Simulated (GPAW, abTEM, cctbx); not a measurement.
## Ba2CaS3: the scripts behind a bonding study

Short scripts, each with its output. The cell comes from substitution in a known structure type and wasn't matched to any measured phase.

### 1. Relax the structure

```text
cell
1.0
     4.059000000    0.000000000    0.000000000
    -2.029500000    3.515197114    0.000000000
     0.000000000    0.000000000    9.898000000
Ba Ca S
2 1 3
Direct
0.666666667 0.333333333 0.331800000
0.333333333 0.666666667 0.668200000
0.000000000 0.000000000 0.000000000
0.000000000 0.000000000 0.500000000
0.666666667 0.333333333 0.841000000
0.333333333 0.666666667 0.159000000
```

```python
from ase.constraints import FixSymmetry
from ase.filters import FrechetCellFilter
from ase.io import read, write
from ase.optimize import BFGS
from ase.parallel import parprint
from gpaw import GPAW, PW, FermiDirac

atoms = read("start.vasp")
atoms.set_constraint(FixSymmetry(atoms))
atoms.calc = GPAW(mode=PW(570), xc="PBE", kpts={"size": (4, 4, 2), "gamma": True},
                 occupations=FermiDirac(0.05), maxiter=120, symmetry={"tolerance": 1e-5}, txt="relax.txt")
BFGS(FrechetCellFilter(atoms), maxstep=0.15).run(fmax=0.03, steps=40)
parprint("cell  %.4f %.4f %.4f  %.2f %.2f %.2f" % tuple(atoms.cell.cellpar()))
parprint("volume %.3f A^3, largest force %.3f eV/A, largest stress %.2f GPa" % (atoms.get_volume(), abs(atoms.get_forces()).max(), 160.218 * abs(atoms.get_stress()).max()))
atoms.set_constraint()
write("relaxed.vasp", atoms, direct=True)
```

```console
$ OMP_NUM_THREADS=1 mpirun -n 4 gpaw python run.py > gpaw.log
```

```text
      Step        Energy          fmax
BFGS:    0      -28.331910        2.974279
BFGS:    1      -28.748918        2.653120
BFGS:    2      -29.818544        1.621638
BFGS:    3      -30.365596        0.739229
BFGS:    4      -30.497625        0.196167
BFGS:    5      -30.503988        0.221342
BFGS:    6      -30.506696        0.203230
BFGS:    7      -30.512049        0.125849
BFGS:    8      -30.515524        0.101706
BFGS:    9      -30.516789        0.082296
BFGS:   10      -30.516990        0.058585
BFGS:   11      -30.517194        0.033247
BFGS:   12      -30.517330        0.028743
cell  4.3897 4.3897 10.7536  90.00 90.00 120.00
volume 179.459 A^3, largest force 0.008 eV/A, largest stress 0.15 GPa
```

Time: 81 s on 4 cores of Arm Neoverse V2 (shared host), peak memory 1.2 GiB.

### 2. Build the all-electron density and subtract free atoms

```text
cell
1.0
     4.389749110    0.000000000    0.000000000
    -2.194874560    3.801634250    0.000000000
     0.000000000    0.000000000   10.753619040
Ba Ca S
2 1 3
Direct
0.666666670 0.333333330 0.321735960
0.333333330 0.666666670 0.678264040
0.000000000 0.000000000 0.000000000
0.000000000 0.000000000 0.500000000
0.666666670 0.333333330 0.856270070
0.333333330 0.666666670 0.143729930
```

```python
import numpy as np
from ase.io import read
from ase.units import Bohr
from gpaw import GPAW, PW, FermiDirac
from gpaw.calculator import GPAW as OldGPAW
from gpaw.mpi import serial_comm, world
from scipy.special import erfc
from scipy.spatial import cKDTree

atoms = read("cell.vasp")
atoms.calc = GPAW(mode=PW(450), xc="PBE", kpts={"size": (5, 5, 2), "gamma": True},
                 occupations=FermiDirac(0.05), maxiter=120, symmetry={"tolerance": 1e-5}, txt="scf.txt")
atoms.get_potential_energy()
rho = atoms.calc.get_all_electron_density(gridrefinement=2)
moments = atoms.get_magnetic_moments() if atoms.calc.get_number_of_spins() == 2 else np.zeros(len(atoms))
total = atoms.get_magnetic_moment() if moments.any() else 0.0
if world.rank == 0:
    free = OldGPAW(mode=PW(450), xc="PBE", txt=None, communicator=serial_comm)
    neutral = atoms.copy()
    neutral.set_initial_magnetic_moments(None)
    free.initialize(neutral)
    free.set_positions(neutral)
    drho = rho - free.get_all_electron_density(gridrefinement=2)
    # GPAW starts from confined atoms: exchange their smooth part for that of the datasets' free atoms
    h = np.stack(np.meshgrid(*[np.fft.fftfreq(n, 1 / n) for n in drho.shape], indexing="ij"), -1)
    gabs = np.linalg.norm(h @ atoms.cell.reciprocal(), axis=-1)
    tails = np.fft.fftn(free.get_pseudo_density(gridrefinement=2))
    g, form, v0 = np.linspace(0, gabs.max(), 1500), {}, 0
    for e in set(atoms.symbols):
        idx = atoms.symbols.search(e)
        d = free.setups[idx[0]].data
        r, w = d.rgd.r_g * Bohr, d.rgd.r_g**2 * d.rgd.dr_g
        j0 = np.sinc(2 * g[:, None] * r)
        smooth = sum(f * p**2 for f, p in zip(d.f_j, d.phit_jg)) + np.sqrt(4 * np.pi) * d.nct_g
        full = sum(f * p**2 for f, p in zip(d.f_j, d.phi_jg)) + np.sqrt(4 * np.pi) * d.nc_g
        phase = sum(np.exp(-2j * np.pi * h @ s) for s in atoms.get_scaled_positions()[idx])
        tails -= np.interp(gabs, g, j0 @ (smooth * w)) * phase * drho.size / atoms.get_volume()
        form[e] = j0 @ (full * w)
        v0 += 2 * np.pi / 3 * 14.3996 * (full * w * r**2).sum() * len(idx)  # V A^3
    tails *= 0.5 * erfc((gabs - 1.8) / 0.25)  # the tails differ at long wavelengths alone
    drho += np.fft.ifftn(tails).real  # crystal minus superposed spherical free atoms
    np.save("drho.npy", drho)
    dv = atoms.get_volume() / drho.size
    print("grid", drho.shape, " electrons %.3f" % (rho.sum() * dv), " moved by bonding %.3f e" % (abs(drho).sum() * dv / 2))
    pts = np.indices(drho.shape).reshape(3, -1).T / drho.shape @ atoms.cell
    shifts = (np.indices((3, 3, 3)).reshape(3, -1).T - 1) @ atoms.cell
    images = (atoms.positions[None] + shifts[:, None]).reshape(-1, 3)
    dist, idx = cKDTree(images).query(pts, k=4)
    out = drho.ravel()[dist[:, 0] > 0.5]
    print("deformation density beyond 0.5 A of the nuclei: max %.3f, min %.3f e/A^3" % (out.max(), out.min()))
    tie = dist < dist[:, :1] + 1e-4
    q = -np.bincount((idx % len(atoms))[tie], (drho.ravel()[:, None] / tie.sum(1, keepdims=True) * tie)[tie], len(atoms)) * dv
    print("atom        x       y       z   Voronoi charge  moment")
    for a, s, c, m in zip(atoms, atoms.get_scaled_positions(), q, moments):
        print("%-2s%-3d %7.4f %7.4f %7.4f %10.3f %10.2f" % (a.symbol, a.index + 1, *s, c, m))
    np.savez("free.npz", g=g, **form)
    print("mean inner potential of superposed free atoms %.3f V" % (v0 / atoms.get_volume()))
    print("total magnetic moment %.3f muB" % total)
```

```console
$ OMP_NUM_THREADS=1 mpirun -n 4 gpaw python run.py > gpaw.log
```

```text
grid (48, 48, 108)  electrons 180.000  moved by bonding 1.604 e
deformation density beyond 0.5 A of the nuclei: max 0.074, min -0.034 e/A^3
atom        x       y       z   Voronoi charge  moment
Ba1    0.6667  0.3333  0.3217      0.283       0.00
Ba2    0.3333  0.6667  0.6783      0.283       0.00
Ca3    0.0000  0.0000  0.0000      0.342       0.00
S 4    0.0000  0.0000  0.5000     -0.293       0.00
S 5    0.6667  0.3333  0.8563     -0.307       0.00
S 6    0.3333  0.6667  0.1437     -0.307       0.00
mean inner potential of superposed free atoms 15.745 V
total magnetic moment 0.000 muB
```

Time: 9.5 s.

### 3. Fourier-transform the difference

```python
from cctbx import adptbx, crystal, miller, xray
from cctbx.eltbx import tiny_pse
import numpy as np

cs = crystal.symmetry(unit_cell=(4.3897, 4.3897, 10.7536, 90, 90, 120), space_group_symbol='Hall: -P 3 2"')  # P-3m1
atoms = [  # label, site, U (iso, or U11 U22 U33 U12 U13 U23 in A^2), occupancy
    ("Ba1", (2/3, 1/3, 0.32174), 0.0000, 1),
    ("Ca1", (0, 0, 0), 0.0000, 1),
    ("S1", (0, 0, 0.5), 0.0000, 1),
    ("S2", (2/3, 1/3, 0.85627), 0.0000, 1),
]
xs = xray.structure(crystal_symmetry=cs)
for label, site, u, occ in atoms:
    u = adptbx.u_cif_as_u_star(cs.unit_cell(), u) if isinstance(u, tuple) else u
    xs.add_scatterer(xray.scatterer(label, site=site, u=u, occupancy=occ))
xs.scattering_type_registry(table="wk1995")
drho = np.load("drho.npy")
T = np.array([[1, 0, 0], [0, 1, 0], [0, 0, 1]])  # conventional axes in terms of the primitive ones
dF = np.fft.ifftn(drho) * 179.45877  # electrons a conventional cell, indexed by primitive hkl
ms = miller.build_set(cs, anomalous_flag=False, d_min=0.9).sort("resolution")
iam = ms.structure_factors_from_scatterers(xs, algorithm="direct").f_calc()
p1 = xs.expand_to_p1()
z = np.array([tiny_pse.table(sc.scattering_type).atomic_number() for sc in p1.scatterers()])
x = np.array(p1.sites_frac())
free = np.load("free.npz")
print("static structure factors of the conventional cell: F in electrons, V (Mott-Bethe) in volts")
print("   h  k  l      d  |F| table  |F| free   |F| DFT   change   |V| free  |V| DFT  change %")
for h, d, table in list(zip(ms.indices(), ms.d_spacings().data(), iam.data()))[:16]:
    df = dF[tuple(np.rint(np.linalg.solve(T, h)).astype(int))]
    phase = np.exp(2j * np.pi * x @ h)
    f = sum(np.interp(1 / d, free["g"], free[sc.scattering_type]) * p for sc, p in zip(p1.scatterers(), phase))
    fz = (z * phase).sum()
    c = 14.3996 * d * d / (np.pi * cs.unit_cell().volume())
    v0, v1 = abs(fz - f) * c, abs(fz - f - df) * c
    print("%4d%3d%3d %7.4f %9.3f %9.3f %9.3f %8.3f %9.3f %8.3f %8s" % (h + (d, abs(table), abs(f), abs(f + df), abs(f + df) - abs(f), v0, v1, "%.1f" % (100 * (v1 / v0 - 1)) if v0 > 0.02 else "-")))
```

```console
$ python run.py
```

```text
static structure factors of the conventional cell: F in electrons, V (Mott-Bethe) in volts
   h  k  l      d  |F| table  |F| free   |F| DFT   change   |V| free  |V| DFT  change %
   0  0  1 10.7536    24.621    24.637    24.654    0.017     1.009    0.958     -5.1
   0  0  2  5.3768    38.748    38.797    38.713   -0.083     1.590    1.652      3.9
   1  0  0  3.8016    32.759    32.759    32.796    0.037     1.196    1.183     -1.1
   0  0  3  3.5845    74.412    74.457    73.860   -0.596     3.224    3.420      6.1
   1  0  1  3.5842    74.353    74.397    73.771   -0.626     3.162    3.368      6.5
   1  0 -1  3.5842    41.823    41.824    41.943    0.118     1.717    1.678     -2.3
   1  0  2  3.1041    24.896    24.895    24.923    0.028     0.898    0.891     -0.8
   1  0 -2  3.1041   144.343   144.409   145.374    0.965     8.142    7.905     -2.9
   0  0  4  2.6884    15.246    15.261    15.234   -0.027     0.560    0.565      0.9
   1  0  3  2.6080    55.733    55.759    55.732   -0.027     2.262    2.267      0.2
   1  0 -3  2.6080     5.393     5.384     5.311   -0.072     0.327    0.315     -3.8
   1  0  4  2.1950   123.444   123.549   123.426   -0.124     5.729    5.745      0.3
   1  0 -4  2.1950    37.248    37.262    37.309    0.046     0.806    0.800     -0.7
   1  1  0  2.1948   130.415   130.530   130.378   -0.152     6.087    6.106      0.3
   0  0  5  2.1507    66.882    66.953    66.779   -0.174     2.621    2.642      0.8
   1  1  1  2.1505    21.166    21.185    21.140   -0.045     0.448    0.453      1.2
```

Time: 0.25 s on 1 core of Arm Neoverse V2 (shared host), peak memory 0.08 GiB.

### 4. Propagate a plane wave with and without the bonding term

```python
import abtem
import numpy as np
from ase.build import make_supercell
from ase.io import read

abtem.config.set({"dask.lazy": False, "fft": "fftw", "diagnostics.progress_bar": False})
M = [[-1, -2, 0], [0, 0, -1], [1, 0, 0]]  # rows: x, y and beam direction in the primitive cell's axes
unit = make_supercell(read("cell.vasp"), M)
unit.set_cell(list(unit.cell.lengths()) + [90, 90, 90], scale_atoms=True)
unit.positions[:, 2] += 0.5487  # keeps atomic planes off the slice boundaries
unit.wrap()
slab = unit * (1, 1, 88)
print(slab.get_chemical_formula(), "| box %.2f x %.2f x %.2f A" % tuple(slab.cell.lengths()))

# change of the potential by bonding, from the DFT deformation density (Poisson's equation term by term)
drho = np.load("drho.npy")
prim = read("cell.vasp")
h = np.stack(np.meshgrid(*[np.fft.fftfreq(n, 1 / n) for n in drho.shape], indexing="ij"), -1).reshape(-1, 3).astype(int)
g2 = ((h @ prim.cell.reciprocal()) ** 2).sum(1)
keep = (g2 > 0) & (g2 < 2.5**2)
shape = (218, 308, 28)
vg = np.zeros(shape, complex)
hm = h[keep] @ np.array(M).T
move = np.exp(-2j * np.pi * hm[:, 2] * (0.5487 / unit.cell[2, 2] - 0.5 / shape[2]))  # the same shift, sampled at mid-points
vg[tuple(hm.T % np.array(shape)[:, None])] = -14.3996 / np.pi * (np.fft.fftn(drho).ravel() / drho.size)[keep] / g2[keep] * move
dV = np.fft.ifftn(vg).real * vg.size
dV = dV.reshape(218, 308, 4, 7).mean(3) * unit.cell[2, 2] / 4  # V A, projected in each slice
dV = np.tile(dV.transpose(2, 0, 1), (88, 1, 1))


def build(atoms):
    p = abtem.Potential(atoms, gpts=(218, 308), slice_thickness=[slab.cell[2, 2] / 352] * 352,
                        parametrization="lobato", projection="infinite", exit_planes=32).build()
    p.array[:] += BONDING * dV
    return p


def potentials():
    yield build(slab)  # atoms at rest


for label, BONDING in (("IAM", 0.0), ("DFT", 1.0)):
    print("=====", label)
    potential = build(slab)
    print("grid", potential.gpts, "slices", potential.num_slices)
    thickness = potential.exit_thicknesses
    wave = abtem.PlaneWave(energy=300000)
    dp = np.mean([wave.multislice(p).diffraction_patterns(max_angle="valid").array for p in potentials()], axis=0)
    hkl = [(0, 0, 0), (0, 0, 1), (0, 0, 2), (0, 1, 0), (0, 0, 3), (0, 1, 1), (0, -1, 1)]
    nx, ny = dp.shape[-2:]
    print("intensity of each beam, fraction of the incident wave")
    print("  t (A)" + "".join("%9s" % " ".join(map(str, h)) for h in hkl) + "  diffuse    total")
    grid = np.zeros((nx, ny), bool)
    grid[nx // 2 % 1::1, ny // 2 % 1::1] = True
    for t, a in list(zip(thickness, dp))[1:]:
        idx = [np.rint(np.array(M) @ np.linalg.solve([[1, 0, 0], [0, 1, 0], [0, 0, 1]], h)).astype(int) for h in hkl]
        print("%7.1f" % t + "".join("%9.5f" % a[nx // 2 + i[0] * 1, ny // 2 + i[1] * 1] for i in idx) + "%9.4f%9.4f" % (a[~grid].sum(), a.sum()))
```

```console
$ python run.py
```

```text
Ba352Ca176S528 | box 7.60 x 10.75 x 386.30 A
===== IAM
grid (218, 308) slices 352
intensity of each beam, fraction of the incident wave
  t (A)    0 0 0    0 0 1    0 0 2    0 1 0    0 0 3    0 1 1   0 -1 1  diffuse    total
   35.1  0.83616  0.00009  0.00019  0.00015  0.00083  0.00014  0.00086   0.0000   0.9984
   70.2  0.67973  0.00155  0.00198  0.00089  0.00052  0.00094  0.00060   0.0000   0.9968
  105.4  0.44032  0.00465  0.00581  0.00228  0.00292  0.00229  0.00374   0.0000   0.9947
  140.5  0.29579  0.01356  0.01777  0.00714  0.01408  0.00804  0.01587   0.0000   0.9929
  175.6  0.25381  0.01921  0.02519  0.00869  0.03525  0.00931  0.03866   0.0000   0.9895
  210.7  0.22790  0.02463  0.03261  0.00983  0.05718  0.01039  0.06082   0.0000   0.9874
  245.8  0.23351  0.02469  0.03341  0.00725  0.07840  0.00743  0.08172   0.0000   0.9829
  280.9  0.19440  0.02556  0.03297  0.00551  0.07253  0.00619  0.07383   0.0000   0.9789
  316.1  0.14220  0.03347  0.03940  0.00802  0.05801  0.01069  0.05771   0.0000   0.9740
  351.2  0.08493  0.04501  0.04573  0.01195  0.02865  0.01639  0.02750   0.0000   0.9690
  386.3  0.02809  0.05943  0.05418  0.01674  0.01011  0.02178  0.00900   0.0000   0.9644
===== DFT
grid (218, 308) slices 352
intensity of each beam, fraction of the incident wave
  t (A)    0 0 0    0 0 1    0 0 2    0 1 0    0 0 3    0 1 1   0 -1 1  diffuse    total
   35.1  0.83794  0.00012  0.00016  0.00016  0.00084  0.00014  0.00085   0.0000   0.9984
   70.2  0.68475  0.00149  0.00200  0.00084  0.00055  0.00092  0.00057   0.0000   0.9968
  105.4  0.44728  0.00438  0.00584  0.00212  0.00261  0.00231  0.00339   0.0000   0.9948
  140.5  0.29754  0.01281  0.01768  0.00668  0.01360  0.00820  0.01549   0.0000   0.9929
  175.6  0.24368  0.01820  0.02480  0.00806  0.03576  0.00965  0.03957   0.0000   0.9896
  210.7  0.20493  0.02352  0.03165  0.00910  0.05788  0.01079  0.06209   0.0000   0.9874
  245.8  0.20252  0.02366  0.03288  0.00673  0.08060  0.00762  0.08455   0.0000   0.9828
  280.9  0.16960  0.02468  0.03341  0.00530  0.07490  0.00604  0.07645   0.0000   0.9788
  316.1  0.13062  0.03285  0.04179  0.00821  0.06186  0.01021  0.06137   0.0000   0.9738
  351.2  0.08851  0.04493  0.04935  0.01247  0.03302  0.01564  0.03139   0.0000   0.9686
  386.3  0.03655  0.06029  0.05785  0.01748  0.01397  0.02070  0.01244   0.0000   0.9641
```

Time: 17 s.

[Outputs are excerpts: Python notices, other lines and further rows are left out; steps that failed or that the build refused (PBEsol, TPSS) are not shown.]

[Logs are printed without paths, hosts, clocks, repeated set-up lines and the standing remarks that a program may print on its own settings, such as how far it seeks lower states.]
